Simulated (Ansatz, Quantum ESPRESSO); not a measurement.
# ScAl3 (Pm-3m): zone-centre phonons, part 2 of 3

Which modes does ScAl3 (Pm-3m) have at the zone centre?

Quantum ESPRESSO 7.5; DFT PBE, scalar-relativistic, plane waves, JTH PAW pseudopotentials.

So far. Step 2 (A first look): No gap opens on this mesh, so smearing is kept; the start stands at 1.4 GPa. Step 4 (Ground state): The cell stands at -0.002 GPa, close enough for phonons. The relaxed cell has a = 4.105 Å (conventional setting).

### Step 5. Zone-centre response

At q = 0 one unit cell holds all displacements; symmetry groups them into irreducible representations that are solved one by one. With smeared occupations no response to a homogeneous field can be asked.

File ph.in:

```
phonons
 &inputph
    prefix='x',
    outdir='./tmp',
    fildyn='g.dyn',
    tr2_ph=1.0d-18,
    alpha_mix(1)=0.4,
    nmix_ph=8,
 /
0.000000000000 0.000000000000 0.000000000000
```

On the command line:

```sh
OMP_NUM_THREADS=1 mpirun -n 4 ph.x -nk 4 -in ph.in > ph.out
```

Output:

```text
[banners, grids, parts of the stress and lines that vanish by symmetry left out]
[banner, memory and clock lines left out]
Program PHONON v.7.5

     ./tmp/x.save/

     file Sc.upf: wavefunction(s)  4S 3P 0P 3D 0D renormalized
     file Al.upf: wavefunction(s)  3S 0S 3P 0P renormalized

     IMPORTANT: XC functional enforced from input :
     Exchange-correlation= PBE
                           (   1   4   3   4   0   0   0)
     Any further DFT definition will be discarded
     Please, verify this is what you really want

     G-vector sticks info

     Check: negative core charge=   -0.000003

     negative rho (up, down):  1.772E-03 0.000E+00
     Reading collected, re-writing distributed wavefunctions in ./tmp/

     Number and degeneracy of irreps per q-point
       N         xq(1)         xq(2)         xq(3)   N irreps
       1   0.000000000   0.000000000   0.000000000       4
        3   3   3   3

     Calculation of q =    0.0000000   0.0000000   0.0000000

     phonons

     bravais-lattice index     =            0
     lattice parameter (alat)  =       7.7574  a.u.
     unit-cell volume          =     466.8228 (a.u.)^3
     number of atoms/cell      =            4
     number of atomic types    =            2
     kinetic-energy cut-off    =      40.0000  Ry
     charge density cut-off    =     200.0000  Ry
     convergence threshold     =      1.0E-18
     beta                      =       0.4000
     number of iterations used =            8
     Exchange-correlation= PBE
                           (   1   4   3   4   0   0   0)

     celldm(1)=    7.75742  celldm(2)=    0.00000  celldm(3)=    0.00000
     celldm(4)=    0.00000  celldm(5)=    0.00000  celldm(6)=    0.00000

     crystal axes: (cart. coord. in units of alat)
               a(1) = (  1.0000  0.0000  0.0000 )
               a(2) = (  0.0000  1.0000  0.0000 )
               a(3) = (  0.0000  0.0000  1.0000 )

     reciprocal axes: (cart. coord. in units 2 pi/alat)
               b(1) = (  1.0000  0.0000  0.0000 )
               b(2) = (  0.0000  1.0000  0.0000 )
               b(3) = (  0.0000  0.0000  1.0000 )

     Atoms inside the unit cell:

     Cartesian axes

     site n.  atom      mass           positions (alat units)
        1  Sc     44.9559   tau(    1) = (    0.00000    0.00000    0.00000  )
        2  Al     26.9815   tau(    2) = (    0.50000    0.00000    0.50000  )
        3  Al     26.9815   tau(    3) = (    0.00000    0.50000    0.50000  )
        4  Al     26.9815   tau(    4) = (    0.50000    0.50000    0.00000  )

     Computing dynamical matrix for
                    q = (   0.0000000   0.0000000   0.0000000 )

     49 Sym.Ops. (with q -> -q+G )

     G cutoff =  304.8632  (  22143 G-vectors)     FFT grid: ( 36, 36, 36)
     G cutoff =  243.8906  (  15895 G-vectors)  smooth grid: ( 32, 32, 32)

     number of k points=    35  Marzari-Vanderbilt smearing, width (Ry)=  0.0200
                       cart. coord. in units 2pi/alat
        k(    1) = (   0.0000000   0.0000000   0.0000000), wk =   0.0039062
        k(    2) = (   0.0000000   0.0000000   0.1250000), wk =   0.0234375
        k(    3) = (   0.0000000   0.0000000   0.2500000), wk =   0.0234375
        [... further k-points left out ...]

     PseudoPot. # 1 for Sc read from file:
     ./pseudo/Sc.upf
     Pseudo is Projector augmented-wave + core cor, Zval = 11.0
     Shape of augmentation charge: BESSEL
     Using radial grid of 1021 points,  6 beta functions with:
                l(1) =   0
                l(2) =   0
                l(3) =   1
                l(4) =   1
                l(5) =   2
                l(6) =   2
     Q(r) pseudized with 0 coefficients

     PseudoPot. # 2 for Al read from file:
     ./pseudo/Al.upf
     Pseudo is Projector augmented-wave + core cor, Zval =  3.0
     Shape of augmentation charge: SINC**2
     Using radial grid of  982 points,  4 beta functions with:
                l(1) =   0
                l(2) =   0
                l(3) =   1
                l(4) =   1
     Q(r) pseudized with 0 coefficients

     Mode symmetry, O_h (m-3m)  point group:

     Atomic displacements:
     There are    4 irreducible representations

     Representation     1      3 modes -  To be done

     Representation     2      3 modes -  To be done

     Representation     3      3 modes -  To be done

     Representation     4      3 modes -  To be done

     Alpha used in Ewald sum =   2.0000

     negative rho (up, down):  1.772E-03 0.000E+00

     Representation #   1 modes #   1   2   3

     Self-consistent Calculation
      iter #   1   av.it.:   6.5
      thresh= 1.000E-02 alpha_mix =  0.400 |ddv_scf|^2 =  8.498E-08
      iter #   2   av.it.:  15.1
      thresh= 2.915E-05 alpha_mix =  0.400 |ddv_scf|^2 =  5.621E-10
      iter #   3   av.it.:  15.8
      thresh= 2.371E-06 alpha_mix =  0.400 |ddv_scf|^2 =  1.371E-10
      iter #   4   av.it.:  15.9
      thresh= 1.171E-06 alpha_mix =  0.400 |ddv_scf|^2 =  6.800E-12
      iter #   5   av.it.:  16.6
      thresh= 2.608E-07 alpha_mix =  0.400 |ddv_scf|^2 =  7.594E-14
      iter #   6   av.it.:  16.2
      thresh= 2.756E-08 alpha_mix =  0.400 |ddv_scf|^2 =  2.599E-15
      iter #   7   av.it.:  15.9
      thresh= 5.098E-09 alpha_mix =  0.400 |ddv_scf|^2 =  1.243E-16
      iter #   8   av.it.:  16.7
      thresh= 1.115E-09 alpha_mix =  0.400 |ddv_scf|^2 =  1.053E-18
      iter #   9   av.it.:  17.2
      thresh= 1.026E-10 alpha_mix =  0.400 |ddv_scf|^2 =  5.339E-20

     End of self-consistent calculation

     Convergence has been achieved

     Representation #   2 modes #   4   5   6

     Self-consistent Calculation
      iter #   1   av.it.:   4.7
      thresh= 1.000E-02 alpha_mix =  0.400 |ddv_scf|^2 =  2.573E-09
      iter #   2   av.it.:  16.7
      thresh= 5.072E-06 alpha_mix =  0.400 |ddv_scf|^2 =  4.099E-10
      iter #   3   av.it.:  16.3
      thresh= 2.025E-06 alpha_mix =  0.400 |ddv_scf|^2 =  8.873E-11
      iter #   4   av.it.:  17.0
      thresh= 9.419E-07 alpha_mix =  0.400 |ddv_scf|^2 =  1.154E-12
      iter #   5   av.it.:  17.1
      thresh= 1.074E-07 alpha_mix =  0.400 |ddv_scf|^2 =  5.419E-14
[...]
End of self-consistent calculation

     Convergence has been achieved

     Representation #   3 modes #   7   8   9

     Self-consistent Calculation
[...]
End of self-consistent calculation

     Convergence has been achieved

     Representation #   4 modes #  10  11  12

     Self-consistent Calculation
[...]
iter #   2   av.it.:  16.1
      thresh= 3.515E-06 alpha_mix =  0.400 |ddv_scf|^2 =  3.816E-10
      iter #   3   av.it.:  16.2
      thresh= 1.953E-06 alpha_mix =  0.400 |ddv_scf|^2 =  1.419E-11
      iter #   4   av.it.:  16.2
      thresh= 3.767E-07 alpha_mix =  0.400 |ddv_scf|^2 =  5.161E-13
      iter #   5   av.it.:  17.2
      thresh= 7.184E-08 alpha_mix =  0.400 |ddv_scf|^2 =  4.842E-14
      iter #   6   av.it.:  16.9
      thresh= 2.200E-08 alpha_mix =  0.400 |ddv_scf|^2 =  1.126E-16
      iter #   7   av.it.:  17.0
      thresh= 1.061E-09 alpha_mix =  0.400 |ddv_scf|^2 =  7.736E-18
      iter #   8   av.it.:  16.8
      thresh= 2.781E-10 alpha_mix =  0.400 |ddv_scf|^2 =  4.821E-21

     End of self-consistent calculation

     Convergence has been achieved

     Number of q in the star =    1
     List of q in the star:
          1   0.000000000   0.000000000   0.000000000

     Diagonalizing the dynamical matrix

     q = (    0.000000000   0.000000000   0.000000000 )

 **************************************************************************
     freq (    1) =      -0.110332 [THz] =      -3.680268 [cm-1]
     freq (    2) =      -0.110332 [THz] =      -3.680268 [cm-1]
     freq (    3) =      -0.110332 [THz] =      -3.680268 [cm-1]
     freq (    4) =       7.007622 [THz] =     233.749116 [cm-1]
     freq (    5) =       7.007622 [THz] =     233.749116 [cm-1]
     freq (    6) =       7.007622 [THz] =     233.749116 [cm-1]
     freq (    7) =       7.574817 [THz] =     252.668712 [cm-1]
     freq (    8) =       7.574817 [THz] =     252.668712 [cm-1]
     freq (    9) =       7.574817 [THz] =     252.668712 [cm-1]
     freq (   10) =       9.881617 [THz] =     329.615259 [cm-1]
     freq (   11) =       9.881617 [THz] =     329.615259 [cm-1]
     freq (   12) =       9.881617 [THz] =     329.615259 [cm-1]
 **************************************************************************

     Mode symmetry, O_h (m-3m)  point group:

     freq (   1-   3) =         -3.7  [cm-1]   --> T_1u G_15  G_4- I
     freq (   4-   6) =        233.7  [cm-1]   --> T_1u G_15  G_4- I
     freq (   7-   9) =        252.7  [cm-1]   --> T_2u G_25  G_5-
     freq (  10-  12) =        329.6  [cm-1]   --> T_1u G_15  G_4- I
```

Run time: 3 min. Hardware: 4 MPI ranks of Arm Neoverse V2, shared host; 12 min of CPU time.

Numbers from this step:

```yaml
largest_acoustic_frequency_at_the_zone_centre_before_the_sum_rule: -3.68 cm⁻¹
highest_optical_zone_centre_mode_no_lo_to_term: 329.6 cm⁻¹
lowest_optical_zone_centre_mode: 233.8 cm⁻¹
```

The acoustic modes at Γ come out as far as 3.7 cm⁻¹ from zero, where they should vanish, a small numerical error.

### Step 6. Zone-centre analysis

A rigid shift of the crystal must cost nothing, but grids and finite bases break this; the acoustic sum rule is imposed before the matrix is diagonalised again.

File dynmat.in:

```
 &input
    fildyn='g.dyn',
    asr='simple',
    fileig='dynmat.eig',
 /
```

On the command line:

```sh
dynmat.x -in dynmat.in > dynmat.out
```

Output:

```text
[banner, memory and clock lines left out]
Program DYNMAT v.7.5

     Reading Dynamical Matrix from file g.dyn
     ...Force constants read
     ...epsilon and Z* not read (not found on file)
     A direction for q was not specified:TO-LO splitting will be absent

     Polarizability (A^3 units)
     multiply by 1.000000 for Clausius-Mossotti correction
         0.000000    0.000000    0.000000
         0.000000    0.000000    0.000000
         0.000000    0.000000    0.000000

     IR activities are in (D/A)^2/amu units

# mode   [cm-1]    [THz]      IR
    1     -0.00   -0.0000    0.0000
    2      0.00    0.0000    0.0000
    3      0.00    0.0000    0.0000
    4    233.75    7.0078    0.0000
    5    233.75    7.0078    0.0000
    6    233.75    7.0078    0.0000
    7    252.64    7.5739    0.0000
    8    252.64    7.5739    0.0000
    9    252.64    7.5739    0.0000
   10    329.64    9.8824    0.0000
   11    329.64    9.8824    0.0000
   12    329.64    9.8824    0.0000

[end of the log left out, with the tail of the file of modes that dynmat.x writes under the same name]
```

Wall time 0.51 s (1 thread).

Unit eigenvectors of the mass-weighted matrix after the sum rule; no LO-TO term. The modes at Γ (shares of kinetic energy by element, %):

| mode | frequency (cm⁻¹) | symmetry | Sc % | Al % |
| --- | --- | --- | --- | --- |
| 1 | 0.0 | acoustic | 36 | 64 |
| 2 | 0.0 | acoustic | 36 | 64 |
| 3 | 0.0 | acoustic | 36 | 64 |
| 4 | 233.8 | T1u | 24 | 76 |
| 5 | 233.8 | T1u | 24 | 76 |
| 6 | 233.8 | T1u | 24 | 76 |
| 7 | 252.6 | T2u | 0 | 100 |
| 8 | 252.6 | T2u | 0 | 100 |
| 9 | 252.6 | T2u | 0 | 100 |
| 10 | 329.6 | T1u | 40 | 60 |
| 11 | 329.6 | T1u | 40 | 60 |
| 12 | 329.6 | T1u | 40 | 60 |

Displacements in mode 5 (233.8 cm⁻¹), the largest set to 1:
```
Sc1 -0.06 -0.44 -0.02
Al2 -0.02  1.00 -0.01
Al3  0.14 -0.13 -0.01
Al4 -0.02 -0.13  0.05
```

Displacements in mode 10 (329.6 cm⁻¹), the largest set to 1:
```
Sc1 -0.16  0.94 -0.26
Al2  0.17  0.43  0.28
Al3 -0.07 -1.00  0.28
Al4  0.17 -1.00 -0.12
```

The rule moves no optical mode by more than 0.1 cm⁻¹.

### Step 7. Sum rules set otherwise (asr no)

Without the rule the raw error of the acoustic modes shows.

File dynmat.in:

```
 &input
    fildyn='g.dyn',
    asr='no',
    fileig='dynmat.eig',
 /
```

On the command line:

```sh
dynmat.x -in dynmat.in > dynmat.out
```

Output:

```text
[banner, memory and clock lines left out]
Program DYNMAT v.7.5

     Reading Dynamical Matrix from file g.dyn
     ...Force constants read
     ...epsilon and Z* not read (not found on file)
     A direction for q was not specified:TO-LO splitting will be absent

     Polarizability (A^3 units)
     multiply by 1.000000 for Clausius-Mossotti correction
         0.000000    0.000000    0.000000
         0.000000    0.000000    0.000000
         0.000000    0.000000    0.000000

     IR activities are in (D/A)^2/amu units

# mode   [cm-1]    [THz]      IR
    1     -3.68   -0.1103    0.0000
    2     -3.68   -0.1103    0.0000
    3     -3.68   -0.1103    0.0000
    4    233.75    7.0076    0.0000
    5    233.75    7.0076    0.0000
    6    233.75    7.0076    0.0000
    7    252.67    7.5748    0.0000
    8    252.67    7.5748    0.0000
    9    252.67    7.5748    0.0000
   10    329.62    9.8816    0.0000
   11    329.62    9.8816    0.0000
   12    329.62    9.8816    0.0000

[end of the log left out, with the tail of the file of modes that dynmat.x writes under the same name]
```

The job ended after 0.52 s (1 thread).

Zone-centre frequencies as printed; negative means imaginary. Modes:

```
mode  frequency (cm⁻¹)
   1             -3.68
   2             -3.68
   3             -3.68
   4             233.8
   5             233.8
   6             233.8
   7             252.7
   8             252.7
   9             252.7
  10             329.6
  11             329.6
  12             329.6
```

Against the first rule no mode moves by more than 3.7 cm⁻¹.

### Step 8. Sum rules set otherwise (asr crystal)

The rule can be imposed in more than one way; the choices should agree where the raw error is small.

File dynmat.in:

```
 &input
    fildyn='g.dyn',
    asr='crystal',
    fileig='dynmat.eig',
 /
```

On the command line:

```sh
dynmat.x -in dynmat.in > dynmat.out
```

Output:

```text
[banner, memory and clock lines left out]
Program DYNMAT v.7.5

     Reading Dynamical Matrix from file g.dyn
     ...Force constants read
     ...epsilon and Z* not read (not found on file)
     Acoustic Sum Rule: || Z*(ASR) - Z*(orig)|| =    0.000000E+00
     Acoustic Sum Rule: ||dyn(ASR) - dyn(orig)||=    2.796950E-04
     A direction for q was not specified:TO-LO splitting will be absent

     Polarizability (A^3 units)
     multiply by 1.000000 for Clausius-Mossotti correction
         0.000000    0.000000    0.000000
         0.000000    0.000000    0.000000
         0.000000    0.000000    0.000000

     IR activities are in (D/A)^2/amu units

# mode   [cm-1]    [THz]      IR
    1     -0.00   -0.0000    0.0000
    2      0.00    0.0000    0.0000
    3      0.00    0.0000    0.0000
    4    233.73    7.0072    0.0000
    5    233.73    7.0072    0.0000
    6    233.73    7.0072    0.0000
    7    252.67    7.5748    0.0000
    8    252.67    7.5748    0.0000
    9    252.67    7.5748    0.0000
   10    329.60    9.8811    0.0000
   11    329.60    9.8811    0.0000
   12    329.60    9.8811    0.0000

   )
[end of the log left out, with the tail of the file of modes that dynmat.x writes under the same name]
```

Run time: 0.52 s. Hardware: 1 thread.

This step gave:

```yaml
lowest_optical_zone_centre_mode: 233.7 cm⁻¹
```

Zone-centre frequencies as printed; negative means imaginary. Modes:

```
mode  frequency (cm⁻¹)
   1                 0
   2                 0
   3                 0
   4             233.7
   5             233.7
   6             233.7
   7             252.7
   8             252.7
   9             252.7
  10             329.6
  11             329.6
  12             329.6
```

Against the first rule no mode moves by more than 0.1 cm⁻¹.

(Continued in part 3 of 3.)

[Host names and launcher messages were left out of these logs when they were recorded.]

[Logs are printed without paths, hosts, clocks, repeated set-up lines and the standing remarks that a program may print on its own settings, such as how far it seeks lower states.]

[Hosts, paths, dates, database ids (printed as entryN), source tags and the programs' standing remarks are cut or masked in the printed files.]
